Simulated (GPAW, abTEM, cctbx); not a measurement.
## MnCoS3: the scripts behind a bonding study

Short scripts, each with its output. The start was made by putting kin elements into a known structure type; the compound need not exist, or be stable, in this form.

### 1. Build the all-electron density and subtract free atoms

```text
cell
1.0
    -2.871558780    4.973685710    0.000000000
    -5.743117560    0.000000000    0.000000000
    -2.871558780    1.657895237    5.152900520
Co Mn S
2 2 6
Direct
0.345676550 0.345676550 0.962970360
0.654323450 0.654323450 0.037029660
0.155067580 0.155067580 0.534797250
0.844932420 0.844932420 0.465202740
0.561128450 0.257060230 0.244658520
0.937152800 0.561128450 0.244658520
0.257060230 0.937152800 0.244658520
0.062847200 0.438871550 0.755341470
0.438871550 0.742939780 0.755341470
0.742939780 0.062847200 0.755341470
```

```python
import numpy as np
from ase.io import read
from ase.units import Bohr
from gpaw import GPAW, PW, FermiDirac
from gpaw.calculator import GPAW as OldGPAW
from gpaw.mpi import serial_comm, world
from scipy.special import erfc
from scipy.spatial import cKDTree

atoms = read("cell.vasp")
atoms.set_initial_magnetic_moments([2, 2, 4, 4, 0, 0, 0, 0, 0, 0])
atoms.calc = GPAW(mode=PW(450), xc="PBE", kpts={"size": (4, 4, 4), "gamma": True},
                 occupations=FermiDirac(0.05), maxiter=120, symmetry={"tolerance": 1e-5}, txt="scf.txt")
atoms.get_potential_energy()
rho = atoms.calc.get_all_electron_density(gridrefinement=2)
moments = atoms.get_magnetic_moments() if atoms.calc.get_number_of_spins() == 2 else np.zeros(len(atoms))
total = atoms.get_magnetic_moment() if moments.any() else 0.0
if world.rank == 0:
    free = OldGPAW(mode=PW(450), xc="PBE", txt=None, communicator=serial_comm)
    neutral = atoms.copy()
    neutral.set_initial_magnetic_moments(None)
    free.initialize(neutral)
    free.set_positions(neutral)
    drho = rho - free.get_all_electron_density(gridrefinement=2)
    # GPAW starts from confined atoms: exchange their smooth part for that of the datasets' free atoms
    h = np.stack(np.meshgrid(*[np.fft.fftfreq(n, 1 / n) for n in drho.shape], indexing="ij"), -1)
    gabs = np.linalg.norm(h @ atoms.cell.reciprocal(), axis=-1)
    tails = np.fft.fftn(free.get_pseudo_density(gridrefinement=2))
    g, form, v0 = np.linspace(0, gabs.max(), 1500), {}, 0
    for e in set(atoms.symbols):
        idx = atoms.symbols.search(e)
        d = free.setups[idx[0]].data
        r, w = d.rgd.r_g * Bohr, d.rgd.r_g**2 * d.rgd.dr_g
        j0 = np.sinc(2 * g[:, None] * r)
        smooth = sum(f * p**2 for f, p in zip(d.f_j, d.phit_jg)) + np.sqrt(4 * np.pi) * d.nct_g
        full = sum(f * p**2 for f, p in zip(d.f_j, d.phi_jg)) + np.sqrt(4 * np.pi) * d.nc_g
        phase = sum(np.exp(-2j * np.pi * h @ s) for s in atoms.get_scaled_positions()[idx])
        tails -= np.interp(gabs, g, j0 @ (smooth * w)) * phase * drho.size / atoms.get_volume()
        form[e] = j0 @ (full * w)
        v0 += 2 * np.pi / 3 * 14.3996 * (full * w * r**2).sum() * len(idx)  # V A^3
    tails *= 0.5 * erfc((gabs - 1.8) / 0.25)  # the tails differ at long wavelengths alone
    drho += np.fft.ifftn(tails).real  # crystal minus superposed spherical free atoms
    np.save("drho.npy", drho)
    dv = atoms.get_volume() / drho.size
    print("grid", drho.shape, " electrons %.3f" % (rho.sum() * dv), " moved by bonding %.3f e" % (abs(drho).sum() * dv / 2))
    pts = np.indices(drho.shape).reshape(3, -1).T / drho.shape @ atoms.cell
    shifts = (np.indices((3, 3, 3)).reshape(3, -1).T - 1) @ atoms.cell
    images = (atoms.positions[None] + shifts[:, None]).reshape(-1, 3)
    dist, idx = cKDTree(images).query(pts, k=4)
    out = drho.ravel()[dist[:, 0] > 0.5]
    print("deformation density beyond 0.5 A of the nuclei: max %.3f, min %.3f e/A^3" % (out.max(), out.min()))
    tie = dist < dist[:, :1] + 1e-4
    q = -np.bincount((idx % len(atoms))[tie], (drho.ravel()[:, None] / tie.sum(1, keepdims=True) * tie)[tie], len(atoms)) * dv
    print("atom        x       y       z   Voronoi charge  moment")
    for a, s, c, m in zip(atoms, atoms.get_scaled_positions(), q, moments):
        print("%-2s%-3d %7.4f %7.4f %7.4f %10.3f %10.2f" % (a.symbol, a.index + 1, *s, c, m))
    np.savez("free.npz", g=g, **form)
    print("mean inner potential of superposed free atoms %.3f V" % (v0 / atoms.get_volume()))
    print("total magnetic moment %.3f muB" % total)
```

```console
$ OMP_NUM_THREADS=1 mpirun -n 4 gpaw python run.py > gpaw.log
```

```text
grid (60, 60, 60)  electrons 200.000  moved by bonding 2.555 e
deformation density beyond 0.5 A of the nuclei: max 0.623, min -0.871 e/A^3
atom        x       y       z   Voronoi charge  moment
Co1    0.3457  0.3457  0.9630     -0.113      -0.24
Co2    0.6543  0.6543  0.0370     -0.113      -0.24
Mn3    0.1551  0.1551  0.5348     -0.005       2.19
Mn4    0.8449  0.8449  0.4652     -0.005       2.19
S 5    0.5611  0.2571  0.2447      0.039      -0.01
S 6    0.9372  0.5611  0.2447      0.039      -0.01
S 7    0.2571  0.9372  0.2447      0.039      -0.01
S 8    0.0628  0.4389  0.7553      0.039      -0.01
S 9    0.4389  0.7429  0.7553      0.039      -0.01
S 10   0.7429  0.0628  0.7553      0.039      -0.01
mean inner potential of superposed free atoms 19.041 V
total magnetic moment 4.014 muB
```

Time: 71 s on 4 cores of Arm Neoverse V1 (shared host), peak memory 1.1 GiB.

### 2. Fourier-transform the difference

```python
from cctbx import adptbx, crystal, miller, xray
from cctbx.eltbx import tiny_pse
import numpy as np

cs = crystal.symmetry(unit_cell=(5.7431, 5.7431, 15.4587, 90, 90, 120), space_group_symbol='Hall: -R 3')  # R-3
atoms = [  # label, site, U (iso, or U11 U22 U33 U12 U13 U23 in A^2), occupancy
    ("Co1", (1/3, 2/3, 0.32099), 0.0000, 1),
    ("Mn1", (2/3, 1/3, 0.17827), 0.0000, 1),
    ("S1", (0.66139, 0.64268, 0.08155), 0.0000, 1),
]
xs = xray.structure(crystal_symmetry=cs)
for label, site, u, occ in atoms:
    u = adptbx.u_cif_as_u_star(cs.unit_cell(), u) if isinstance(u, tuple) else u
    xs.add_scatterer(xray.scatterer(label, site=site, u=u, occupancy=occ))
xs.scattering_type_registry(table="wk1995")
drho = np.load("drho.npy")
T = np.array([[0, -1, 0], [1, 0, 0], [-1, -1, 3]])  # conventional axes in terms of the primitive ones
dF = np.fft.ifftn(drho) * 441.56949  # electrons a conventional cell, indexed by primitive hkl
ms = miller.build_set(cs, anomalous_flag=False, d_min=0.9).sort("resolution")
iam = ms.structure_factors_from_scatterers(xs, algorithm="direct").f_calc()
p1 = xs.expand_to_p1()
z = np.array([tiny_pse.table(sc.scattering_type).atomic_number() for sc in p1.scatterers()])
x = np.array(p1.sites_frac())
free = np.load("free.npz")
print("static structure factors of the conventional cell: F in electrons, V (Mott-Bethe) in volts")
print("   h  k  l      d  |F| table  |F| free   |F| DFT   change   |V| free  |V| DFT  change %")
for h, d, table in list(zip(ms.indices(), ms.d_spacings().data(), iam.data()))[:16]:
    df = dF[tuple(np.rint(np.linalg.solve(T, h)).astype(int))]
    phase = np.exp(2j * np.pi * x @ h)
    f = sum(np.interp(1 / d, free["g"], free[sc.scattering_type]) * p for sc, p in zip(p1.scatterers(), phase))
    fz = (z * phase).sum()
    c = 14.3996 * d * d / (np.pi * cs.unit_cell().volume())
    v0, v1 = abs(fz - f) * c, abs(fz - f - df) * c
    print("%4d%3d%3d %7.4f %9.3f %9.3f %9.3f %8.3f %9.3f %8.3f %8s" % (h + (d, abs(table), abs(f), abs(f + df), abs(f + df) - abs(f), v0, v1, "%.1f" % (100 * (v1 / v0 - 1)) if v0 > 0.02 else "-")))
```

```console
$ python run.py
```

```text
static structure factors of the conventional cell: F in electrons, V (Mott-Bethe) in volts
   h  k  l      d  |F| table  |F| free   |F| DFT   change   |V| free  |V| DFT  change %
   0  0  3  5.1529    20.658    20.634    20.745    0.111     0.070    0.039    -43.9
   0  1 -1  4.7346    11.846    11.839    11.960    0.121     0.040    0.012    -69.9
   0  1  2  4.1826   119.971   120.065   121.013    0.948     3.045    2.873     -5.7
   0  1 -4  3.0517   170.625   170.292   171.591    1.299     3.482    3.356     -3.6
   1  1  0  2.8716   147.075   146.321   147.376    1.055     2.101    2.011     -4.3
   0  1  5  2.6258     3.168     3.159     3.219    0.060     0.126    0.122     -3.4
   0  0  6  2.5764    16.286    15.113    15.043   -0.070     1.503    1.498     -0.3
   1  1 -3  2.5084   178.662   178.965   180.468    1.502     4.716    4.618     -2.1
   1  1  3  2.5084   161.690   161.999   162.550    0.551     4.979    4.943     -0.7
   0  2  1  2.4553     0.336     0.357     0.062   -0.295     0.227    0.245      8.1
   0  2 -2  2.3673    58.274    57.818    57.826    0.008     0.864    0.864     -0.1
   0  2  4  2.0913   190.663   189.790   190.211    0.420     3.614    3.595     -0.5
   0  1 -7  2.0184     8.388     8.268     8.700    0.432     0.064    0.082     28.5
   0  2 -5  1.9378     4.500     4.504     4.568    0.064     0.088    0.086     -2.8
   1  1 -6  1.9177   289.929   289.001   288.395   -0.606     5.684    5.708      0.4
   1  1  6  1.9177   269.956   268.989   268.698   -0.292     5.193    5.204      0.2
```

Time: 0.37 s on 1 core of Arm Neoverse V1 (shared host), peak memory 0.08 GiB.

### 3. Propagate a plane wave with and without the bonding term

```python
import abtem
import numpy as np
from ase.build import make_supercell
from ase.io import read

abtem.config.set({"dask.lazy": False, "fft": "fftw", "diagnostics.progress_bar": False})
M = [[0, 1, 0], [-2, 1, 0], [-1, -1, 3]]  # rows: x, y and beam direction in the primitive cell's axes
unit = make_supercell(read("cell.vasp"), M)
unit.set_cell(list(unit.cell.lengths()) + [90, 90, 90], scale_atoms=True)
unit.positions[:, 2] += 0.6441  # keeps atomic planes off the slice boundaries
unit.wrap()
slab = unit * (2, 2, 26)
print(slab.get_chemical_formula(), "| box %.2f x %.2f x %.2f A" % tuple(slab.cell.lengths()))

# change of the potential by bonding, from the DFT deformation density (Poisson's equation term by term)
drho = np.load("drho.npy")
prim = read("cell.vasp")
h = np.stack(np.meshgrid(*[np.fft.fftfreq(n, 1 / n) for n in drho.shape], indexing="ij"), -1).reshape(-1, 3).astype(int)
g2 = ((h @ prim.cell.reciprocal()) ** 2).sum(1)
keep = (g2 > 0) & (g2 < 2.5**2)
shape = (165, 285, 84)
vg = np.zeros(shape, complex)
hm = h[keep] @ np.array(M).T
move = np.exp(-2j * np.pi * hm[:, 2] * (0.6441 / unit.cell[2, 2] - 0.5 / shape[2]))  # the same shift, sampled at mid-points
vg[tuple(hm.T % np.array(shape)[:, None])] = -14.3996 / np.pi * (np.fft.fftn(drho).ravel() / drho.size)[keep] / g2[keep] * move
dV = np.fft.ifftn(vg).real * vg.size
dV = dV.reshape(165, 285, 12, 7).mean(3) * unit.cell[2, 2] / 12  # V A, projected in each slice
dV = np.tile(dV.transpose(2, 0, 1), (26, 2, 2))


def build(atoms):
    p = abtem.Potential(atoms, gpts=(330, 570), slice_thickness=[slab.cell[2, 2] / 312] * 312,
                        parametrization="lobato", projection="infinite", exit_planes=24).build()
    p.array[:] += BONDING * dV
    return p


sigmas = {'Co': 0.063, 'Mn': 0.064, 'S': 0.068}  # r.m.s. displacement along each axis, A
u = np.array([sigmas[s] for s in slab.symbols])[:, None]
rng = np.random.default_rng(384)


def potentials():
    for _ in range(3):  # frozen phonons, one configuration at a time
        atoms = slab.copy()
        atoms.positions += u * rng.standard_normal((len(atoms), 3))
        atoms.wrap()
        yield build(atoms)


for label, BONDING in (("IAM", 0.0), ("DFT", 1.0)):
    print("=====", label)
    rng = np.random.default_rng(384)  # the same displacements for both
    potential = build(slab)
    print("grid", potential.gpts, "slices", potential.num_slices)
    thickness = potential.exit_thicknesses
    wave = abtem.PlaneWave(energy=200000)
    dp = np.mean([wave.multislice(p).diffraction_patterns(max_angle="valid").array for p in potentials()], axis=0)
    hkl = [(0, 0, 0), (1, 1, 0), (3, 0, 0), (2, 2, 0), (3, 3, 0)]
    nx, ny = dp.shape[-2:]
    print("intensity of each beam, fraction of the incident wave")
    print("  t (A)" + "".join("%9s" % " ".join(map(str, h)) for h in hkl) + "  diffuse    total")
    grid = np.zeros((nx, ny), bool)
    grid[nx // 2 % 2::2, ny // 2 % 2::2] = True
    for t, a in list(zip(thickness, dp))[1:]:
        idx = [np.rint(np.array(M) @ np.linalg.solve([[0, -1, 0], [1, 0, 0], [-1, -1, 3]], h)).astype(int) for h in hkl]
        print("%7.1f" % t + "".join("%9.5f" % a[nx // 2 + i[0] * 2, ny // 2 + i[1] * 2] for i in idx) + "%9.4f%9.4f" % (a[~grid].sum(), a.sum()))
```

```console
$ python run.py
```

```text
Co1248Mn1248S3744 | box 11.49 x 19.89 x 401.93 A
===== IAM
grid (330, 570) slices 312
intensity of each beam, fraction of the incident wave
  t (A)    0 0 0    1 1 0    3 0 0    2 2 0    3 3 0  diffuse    total
   30.9  0.81887  0.00266  0.01815  0.00160  0.00211   0.0101   0.9995
   61.8  0.48758  0.01789  0.04458  0.00640  0.00141   0.0355   0.9982
   92.8  0.24314  0.04997  0.04229  0.00793  0.00338   0.0671   0.9966
  123.7  0.13063  0.07807  0.03598  0.00464  0.00126   0.0915   0.9954
  154.6  0.09442  0.07263  0.04816  0.00176  0.00089   0.1078   0.9946
  185.5  0.13364  0.04174  0.05989  0.00151  0.00407   0.1295   0.9936
  216.4  0.28009  0.01998  0.05150  0.00184  0.00275   0.1556   0.9923
  247.3  0.46040  0.01571  0.02539  0.00151  0.00072   0.1697   0.9916
  278.3  0.55990  0.01418  0.00492  0.00402  0.00035   0.1773   0.9912
  309.2  0.55171  0.01195  0.00300  0.00571  0.00070   0.1865   0.9906
  340.1  0.49377  0.01686  0.00730  0.00485  0.00032   0.2002   0.9897
  371.0  0.43736  0.02611  0.01078  0.00271  0.00039   0.2104   0.9890
  401.9  0.35551  0.03049  0.01976  0.00125  0.00095   0.2177   0.9886
===== DFT
grid (330, 570) slices 312
intensity of each beam, fraction of the incident wave
  t (A)    0 0 0    1 1 0    3 0 0    2 2 0    3 3 0  diffuse    total
   30.9  0.81811  0.00255  0.01843  0.00158  0.00213   0.0101   0.9995
   61.8  0.48374  0.01774  0.04572  0.00607  0.00147   0.0355   0.9982
   92.8  0.23475  0.04995  0.04416  0.00750  0.00349   0.0672   0.9966
  123.7  0.11894  0.07827  0.03763  0.00462  0.00130   0.0917   0.9954
  154.6  0.08256  0.07325  0.04900  0.00202  0.00089   0.1083   0.9946
  185.5  0.12667  0.04221  0.06018  0.00166  0.00402   0.1300   0.9936
  216.4  0.28367  0.01911  0.05133  0.00192  0.00275   0.1562   0.9923
  247.3  0.47636  0.01360  0.02478  0.00146  0.00070   0.1703   0.9915
  278.3  0.58140  0.01208  0.00423  0.00358  0.00033   0.1774   0.9911
  309.2  0.56485  0.01074  0.00298  0.00528  0.00072   0.1859   0.9906
  340.1  0.48753  0.01701  0.00853  0.00472  0.00040   0.1995   0.9898
  371.0  0.41150  0.02803  0.01307  0.00276  0.00047   0.2101   0.9891
  401.9  0.32028  0.03374  0.02196  0.00133  0.00105   0.2181   0.9886
```

Time: 61 s.

### 4. Rock the beam across one reflection

```python
import abtem
import numpy as np
from ase.build import make_supercell
from ase.io import read

abtem.config.set({"dask.lazy": False, "fft": "fftw", "diagnostics.progress_bar": False})
M = [[0, 1, 0], [-2, 1, 0], [-1, -1, 3]]  # rows: x, y and beam direction in the primitive cell's axes
unit = make_supercell(read("cell.vasp"), M)
unit.set_cell(list(unit.cell.lengths()) + [90, 90, 90], scale_atoms=True)
unit.positions[:, 2] += 0.0000  # keeps atomic planes off the slice boundaries
unit.wrap()
slab = unit * (1, 1, 56)
print(slab.get_chemical_formula(), "| box %.2f x %.2f x %.2f A" % tuple(slab.cell.lengths()))

# change of the potential by bonding, from the DFT deformation density (Poisson's equation term by term)
drho = np.load("drho.npy")
prim = read("cell.vasp")
h = np.stack(np.meshgrid(*[np.fft.fftfreq(n, 1 / n) for n in drho.shape], indexing="ij"), -1).reshape(-1, 3).astype(int)
g2 = ((h @ prim.cell.reciprocal()) ** 2).sum(1)
keep = (g2 > 0) & (g2 < 2.5**2)
shape = (128, 222, 90)
vg = np.zeros(shape, complex)
hm = h[keep] @ np.array(M).T
move = np.exp(-2j * np.pi * hm[:, 2] * (0.0000 / unit.cell[2, 2] - 0.5 / shape[2]))  # the same shift, sampled at mid-points
vg[tuple(hm.T % np.array(shape)[:, None])] = -14.3996 / np.pi * (np.fft.fftn(drho).ravel() / drho.size)[keep] / g2[keep] * move
dV = np.fft.ifftn(vg).real * vg.size
dV = dV.reshape(128, 222, 9, 10).mean(3) * unit.cell[2, 2] / 9  # V A, projected in each slice
dV = np.tile(dV.transpose(2, 0, 1), (56, 1, 1))


def build(atoms):
    p = abtem.Potential(atoms, gpts=(128, 222), slice_thickness=[slab.cell[2, 2] / 504] * 504,
                        parametrization="lobato", projection="infinite", exit_planes=126).build()
    p.array[:] += BONDING * dV
    return p


def potentials():
    yield build(slab)  # atoms at rest


for label, BONDING in (("IAM", 0.0), ("DFT", 1.0)):
    print("=====", label)
    potential = build(slab)
    print("grid", potential.gpts, "slices", potential.num_slices)
    thickness = potential.exit_thicknesses
    h = np.array(M) @ np.linalg.solve(np.array([[0, -1, 0], [1, 0, 0], [-1, -1, 3]]), [1, 1, 0])
    ix, iy = round(h[0]) * 1, round(h[1]) * 1
    gxy = h[:2] / unit.cell.lengths()[:2]
    along = gxy / np.hypot(*gxy)
    across = np.array([-along[1], along[0]])
    bragg = 500 * abtem.PlaneWave(energy=200000).wavelength * np.hypot(*gxy)
    print("Bragg angle %.3f mrad; beam tilted 46 mrad off the zone axis across the row" % bragg)
    print("dark-field intensity of 1 1 0 against tilt along the row, in Bragg angles")
    print("  t (A)" + "".join("%8.2f" % s for s in [0.2, 0.4, 0.6, 0.8, 1.0, 1.2, 1.4, 1.6, 1.8, 2.0, 2.2, 2.4, 2.6]))
    rows = []
    row = [(n * ix, n * iy) for n in range(-8, 9)]
    for s in [0.2, 0.4, 0.6, 0.8, 1.0, 1.2, 1.4, 1.6, 1.8, 2.0, 2.2, 2.4, 2.6]:
        tilt = -s * bragg * along + 46 * across
        dp = abtem.PlaneWave(energy=200000, tilt=tuple(tilt)).multislice(potential).diffraction_patterns(max_angle="valid").array
        rows.append(dp[:, dp.shape[1] // 2 + ix, dp.shape[2] // 2 + iy])
        if s == 1.0:
            cx, cy = dp.shape[1] // 2, dp.shape[2] // 2
            share = sum(dp[:, cx + i, cy + j] for i, j in row if abs(i) < cx and abs(j) < cy) / dp.sum(axis=(1, 2))
            total = dp.sum(axis=(1, 2))
    for t, a in list(zip(thickness, np.array(rows).T))[1:]:
        print("%7.1f" % t + "".join("%8.4f" % v for v in a))
    print("at the Bragg tilt, share in the row:", share[1:].round(3).tolist(), "total:", total[1:].round(3).tolist())
```

```console
$ python run.py
```

```text
Co672Mn672S2016 | box 5.74 x 9.95 x 865.69 A
===== IAM
grid (128, 222) slices 504
Bragg angle 4.367 mrad; beam tilted 46 mrad off the zone axis across the row
dark-field intensity of 1 1 0 against tilt along the row, in Bragg angles
  t (A)    0.20    0.40    0.60    0.80    1.00    1.20    1.40    1.60    1.80    2.00    2.20    2.40    2.60
  216.4  0.0429  0.0518  0.0578  0.0614  0.0630  0.0634  0.0617  0.0566  0.0477  0.0384  0.0304  0.0221  0.0139
  432.8  0.0791  0.1435  0.1720  0.1916  0.2042  0.1988  0.1799  0.1505  0.0837  0.0326  0.0115  0.0013  0.0011
  649.3  0.0210  0.1078  0.2277  0.2883  0.3359  0.3021  0.2409  0.1108  0.0196  0.0002  0.0076  0.0218  0.0101
  865.7  0.0172  0.0261  0.2094  0.3273  0.3884  0.3360  0.2149  0.0241  0.0193  0.0222  0.0097  0.0041  0.0033
at the Bragg tilt, share in the row: [0.8339999914169312, 0.7549999952316284, 0.5830000042915344, 0.5360000133514404] total: [0.996999979019165, 0.9929999709129333, 0.9869999885559082, 0.9800000190734863]
===== DFT
grid (128, 222) slices 504
Bragg angle 4.367 mrad; beam tilted 46 mrad off the zone axis across the row
dark-field intensity of 1 1 0 against tilt along the row, in Bragg angles
  t (A)    0.20    0.40    0.60    0.80    1.00    1.20    1.40    1.60    1.80    2.00    2.20    2.40    2.60
  216.4  0.0386  0.0467  0.0521  0.0554  0.0569  0.0573  0.0558  0.0512  0.0431  0.0347  0.0275  0.0200  0.0125
  432.8  0.0723  0.1309  0.1562  0.1748  0.1873  0.1818  0.1638  0.1376  0.0768  0.0299  0.0107  0.0012  0.0010
  649.3  0.0202  0.1005  0.2097  0.2658  0.3151  0.2795  0.2227  0.1035  0.0190  0.0002  0.0068  0.0200  0.0095
  865.7  0.0146  0.0263  0.1978  0.3065  0.3795  0.3160  0.2039  0.0244  0.0163  0.0195  0.0088  0.0042  0.0030
at the Bragg tilt, share in the row: [0.8349999785423279, 0.7570000290870667, 0.5830000042915344, 0.5329999923706055] total: [0.996999979019165, 0.9929999709129333, 0.9869999885559082, 0.9800000190734863]
```

Time: 46 s.

[Outputs are excerpts: Python notices, other lines and further rows are left out; steps that failed or that the build refused (PBEsol, TPSS) are not shown.]

[Logs are printed without paths, hosts, clocks, repeated set-up lines and the standing remarks that a program may print on its own settings, such as how far it seeks lower states.]
